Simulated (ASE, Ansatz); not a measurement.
# Localised basis functions on twisted Ti2CO2 MXene bilayer, 6.01° (910 atoms), part 2 of 2

Aim: test how closely localised support functions follow the reference on twisted Ti2CO2 MXene bilayer, 6.01° (910 atoms), and at what cost. A setting counts as converged where the r.m.s. difference of forces stays under 1 % of the r.m.s. force.

Ansatz 0.2.0; Kohn-Sham DFT, PBE+D4, PAW (set soft_2), plane waves.

The cell: 182 C, 364 Ti and 364 O. Beside vacuum, support functions can miss their usual error bounds without a warning. The main run has no spin polarisation. The Brillouin zone is sampled at Γ only, in a cell whose shortest periodic width is 25 Å.

So far. Step 2 (Plane-wave single point): Mean Löwdin charges: C -0.90, O -0.61, Ti +1.13 e (they miss 0.35 % of the electrons, so they add up to more than the cell's charge). Just under the Fermi level the largest share is C p (54 % of the projected weight), just over it Ti d (71 % of the projected weight).

**3. Structure statistics (continued)**

The surroundings of C191, picked at random, nearest first, numbered as they follow in the input and with coordinates relative to it.

| atom | x | y | z | distance (Å) | bonds | Löwdin charge (e) | Fx | Fy | Fz (eV/Å) |
| --- | --- | --- | --- | --- | --- | --- | --- | --- | --- |
| C191 | 0.00 | 0.00 | 0.00 | 0.00 | 6 | -0.90 | 0.127 | -0.059 | -0.117 |
| Ti147 | -1.73 | -0.09 | 1.30 | 2.17 | 6 | 1.12 | -0.064 | 0.004 | 0.033 |
| Ti148 | -0.78 | -1.56 | -1.31 | 2.18 | 6 | 1.13 | -0.142 | 0.235 | 0.129 |
| Ti153 | -0.94 | 1.46 | -1.32 | 2.18 | 6 | 1.13 | -0.008 | 0.143 | 0.060 |
| Ti192 | 0.80 | 1.57 | 1.31 | 2.19 | 6 | 1.13 | 0.056 | -0.014 | 0.007 |
| Ti187 | 0.97 | -1.47 | 1.31 | 2.20 | 6 | 1.12 | -0.099 | 0.345 | -0.077 |
| Ti193 | 1.77 | 0.08 | -1.33 | 2.21 | 6 | 1.13 | -0.030 | 0.124 | 0.085 |
| O149 | -0.76 | -1.56 | 2.21 | 2.81 | 3 | -0.61 | -0.268 | -0.051 | -0.139 |
| O150 | -1.74 | -0.09 | -2.21 | 2.81 | 3 | -0.60 | 0.082 | -0.079 | 0.020 |
| O154 | -0.94 | 1.47 | 2.22 | 2.82 | 3 | -0.60 | -0.014 | -0.068 | -0.226 |
| O194 | 1.76 | 0.07 | 2.21 | 2.83 | 3 | -0.61 | -0.051 | 0.142 | -0.213 |
| O195 | 0.80 | 1.55 | -2.23 | 2.83 | 3 | -0.61 | 0.038 | 0.041 | 0.287 |
| O190 | 0.98 | -1.46 | -2.23 | 2.84 | 3 | -0.61 | -0.215 | -0.151 | 0.278 |

The column of bonds counts only the pairs O-Ti within 2.64 Å, Ti-C within 2.64 Å; other neighbours, such as metal atoms beside each other in a compound, aren't counted, and periodic images can show an atom twice.

**4. Support functions medium**

With localised support functions most steps grow linearly with size, though the diagonalisation grows faster unless the density matrix is cut; this run measures error and cost at this size. Besides, the program derives a nominal cutoff of 464 eV for this run, against the reference's 420.

This step: Kohn-Sham DFT, PBE+D4, PAW (set soft_2), localised support functions (medium) (Ansatz 0.2.0).

File input.yaml:

```yaml
crystal:
  lattice:
    - [28.9044, 0.0, 0.0]
    - [-14.4522, 25.03194, 0.0]
    - [0.0, 0.0, 23.63]
  atoms:
    [... the 910 atom lines of step 2 ...]
kpoints:
  mp_grid: { grid: [1, 1, 1] }
hamiltonian:
  xc: pbe
  dispersion: d4
scf:
  occupations: { method: fermi_dirac, width: 0.05 }
  eigensolver: { kind: { support_functions: { accuracy: medium } } }
  mixing: { beta: 0.2 }
  max_iter: 150
output:
  forces: true
```

Command:

```bash
$ ansatz run input.yaml --threads 32 --pin off --max-ram 143360MiB --backend cuda --events-out ev --progress --plain --runs-dir out
```

Numbers of over 12 decimals in the logs are rounded to 6 here.

The program printed:

```text
Warning: scf.eigensolver.kind.support_functions: disabling space-group detection — the functions' gradient is summed over unrotated k-points, so no spatial operation reduces the k-mesh or symmetrises the density; time reversal is kept, so that k and −k are solved as one point where they differ and the mesh holds both, and exact exchange and, on two spinor components, a DFT+U term hold to it where the run has them: [...]
Warning: basis.ecutwfc = 464 eV, auto-derived: no grid that the accuracy of the support functions lays serves the files at the lower one that their records recommend; a deck with other species or settings can derive another value
settings of this run that can trade accuracy for cost: scf.eigensolver.kind.support_functions [...]
[...]
GPU FFT provider: cuFFT
GPU libraries: cuBLAS 13.8.1, cuFFT 12.4.0, cuSOLVER 12.3.2
[...]
Crystal: 910 atoms, lattice volume = 17097.090 Å³
Basis set: ecut = 464 eV, 388031 PW (Γ), exchange–correlation on 432×432×360 points (8 copies of the dense FFT grid, shifted against one another)
Bands: 4368, of which v1, the nominal top of the filled ones, is band 3640 counted from 1 (3639 counted from 0)
Symmetry: 1 space group operations
k-points: 1
[...]
GPU buffer pool allocated for 8398080 grid points (all kernels)
[...]
SCF iter   1: F=—  HF=-1164284.237456 eV  |F-HF|=—  |Δ(HF+E_count)|=         —  Δρ=1.65e-1  dr2=5.63e3  ethr=1.00e-1
[...]
SCF iter  22: F=—  HF=-1163228.010398 eV  |F-HF|=—  |Δ(HF+E_count)|=   2.22e-6  Δρ=9.25e-6  dr2=7.02e-6  ethr=2.58e-10  κ⁻¹=9.5e-5(r=7)
SCF iter  23: F=-1163228.010400 eV  HF=-1163228.010400 eV  |F-HF|=1.64e-7  |Δ(HF+E_count)|=   2.13e-6  Δρ=5.88e-6  dr2=2.35e-6  ethr=9.64e-11
SCF 1 converged in 23 iterations: F = -1163228.142864 eV  dr2 = 2.35e-6
[...]
SCF converged after 23 iterations
Stability not checked: this state was not tested for a lower state beside it, because the mixer in use, unlike msr1, does not test its closes by its own steps (another_mixer; see scf.mixing.algorithm and scf.lower_state_search)
Free energy (F): -1163228.142864 eV
[...]
Internal energy: -1163227.941177 eV  (E = F + TS)
E sigma→0 (E₀):  -1163228.042021 eV
Entropy (-TS):   -0.201686 eV (-0.222 meV/atom)
Fermi energy:    4.356116 eV
[...]
Σ components = -1163228.142864   (vs F -1163228.142864, Δ=0.00e0)
--- Forces (eV/Å), atoms counted from 1 ---
[... 910 lines of forces left out ...]
  max |Σ_I F_I| component: 4.89e-3 eV/Å
--- Band table (eV) ---
[... left out ...]
  guard bands above this table: 632 of the run's 4368 bands (output.publish_guard_bands: true publishes all)
```

Wall time 37 s (1 × NVIDIA GB200 with 32 threads of Arm Neoverse V2, shared host); peak memory 4.8 GiB.

That memory is the host's; the program planned up to 35.4 GiB on the GPU.

The program notes that the band table was not solved further than the SCF left it and it switched symmetry off.

Keys that differ from the reference: support_functions.accuracy = "medium", scf.max_iter = 150 and scf.mixing.beta = 0.2.

Forces differ from the reference by 0.95 meV/Å r.m.s., 0.51 % of their size, within a tolerance of 1 %; the energy by -4.3 meV/atom.

**5. All settings compared**

Each row is set against the plane-wave reference (Kohn-Sham DFT, PBE+D4, PAW (set soft_2), plane waves; r.m.s. force component 0.186 eV/Å). Energies are set beside the reference only for runs with its functional, potentials and electron count. Times are for 1 × NVIDIA GB200 with 32 threads of Arm Neoverse V2, shared host. The reference's time includes the DOS, which some other runs skip.

| run | Δ force, r.m.s. (meV/Å) | share of r.m.s. force (%) | Δ energy (meV/atom) | Δ gap (eV) | cycles | time | host memory (GiB) | planned on the GPU (GiB) |
| --- | --- | --- | --- | --- | --- | --- | --- | --- |
| reference | - | - | - | - | 14 | 63 s | 18 | 152 |
| support functions medium | 0.949 | 0.509 | -4.33 | 2.0e-4 | 23 | 37 s | 4.8 | 35 |

**6. Outcome**

```json
{
 "free energy per atom": "-1278.2684 eV/atom",
 "r.m.s. force component": "0.1863 eV/Å",
 "spacing of highest filled and lowest empty level": "0.3206 eV",
 "wall time of the 2 DFT runs": "1.7 min"
}
```

**Reading.** Against plane waves at 420 eV, the forces differ by 0.95 meV/Å (0.51 %) with support functions medium. In energy the support functions at preset levels lie below plane waves at 420 eV. Their grid holds more waves than that cutoff, so part of the difference is likely the reference's own basis error.

The highest filled and lowest empty levels lie 0.321 eV apart (at Γ alone), but 7 levels are partly filled, by over 2 %, under the smearing. By these cutoffs all C atoms have 6, all O atoms have 3 and all Ti atoms have 6 bonded neighbours.

Caveats: The geometry was built by rule, was displaced at random and isn't relaxed at this level: its force components are 0.19 eV/Å r.m.s.

[Logs are printed without paths, hosts, clocks, repeated set-up lines and the standing remarks that a program may print on its own settings, such as how far it seeks lower states.]

[Hosts, paths, dates, database ids (printed as entryN), source tags and the programs' standing remarks are cut or masked in the printed files.]
